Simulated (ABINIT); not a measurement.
An input for ABINIT 10.8.3 (AgCl (Fm-3m)):

```
acell 3*1.0 Angstrom
rprim 
  0.000000000000 2.772662996800 2.772662996800
  2.772662996800 0.000000000000 2.772662996800
  2.772662996800 2.772662996800 0.000000000000
ntypat 2
znucl 47 17
natom 2
typat 1 2
xred 
  0.000000000000 0.000000000000 0.000000000000
  0.500000000000 0.500000000000 0.500000000000
pp_dirpath "pseudos"
pseudos "Ag.upf, Cl.upf"
ecut 37
ngkpt 4 4 4
nshiftk 1
shiftk 0 0 0
kptopt 1
chksymbreak 0
istwfk *1
occopt 1
irdwfk 1
optdriver 4
nband 82
gwcalctyp 28
ecutsigx 37
symsigma 0
nkptgw 8
kptgw 
  0.0000000000 0.0000000000 0.0000000000
  0.2500000000 0.0000000000 0.0000000000
  0.5000000000 0.0000000000 0.0000000000
  0.2500000000 0.2500000000 0.0000000000
  0.5000000000 0.2500000000 0.0000000000
  -0.2500000000 0.2500000000 0.0000000000
  0.5000000000 0.5000000000 0.0000000000
  -0.2500000000 0.5000000000 0.2500000000
bdgw 
  6 21
  6 21
  6 21
  6 21
  6 21
  6 21
  6 21
  6 21
ecuteps 5
irdscr 1
ppmodel 1
irdqps 1
rhoqpmix 0.3
indata_prefix "in"
outdata_prefix "out"
tmpdata_prefix "tmp"
```

```sh
OMP_NUM_THREADS=1 mpirun -n 4 abinit run.abi > log
```

Q: How long will it take on 4 MPI ranks of Arm Neoverse V2, shared host, and how much memory?

It took 2 min; on shared hardware allow 59 s to 3.9 min. Peak host memory was 1.5 GiB.

[Paths, hosts, dates, memory and timing lines, banners, echoed tables and standing remarks are left out of the program output.]

[Logs are printed without paths, hosts, clocks, repeated set-up lines and the standing remarks that a program may print on its own settings, such as how far it seeks lower states.]

[Runs of the session that timed out or met a known fault of the program may be left out.]

[Hosts, paths, dates, database ids (printed as entryN), source tags and the programs' standing remarks are cut or masked in the printed files.]

[G0W0 gaps are taken among the corrected bands and points alone; a level outside them can change the order at an edge.]

[Where Ansatz stands beside ABINIT at settings called matched, ABINIT's density can come from a denser mesh and the files from another edition; pairs whose starting gaps differed by over 0.03 eV were left out, so agreement reads better than it is.]
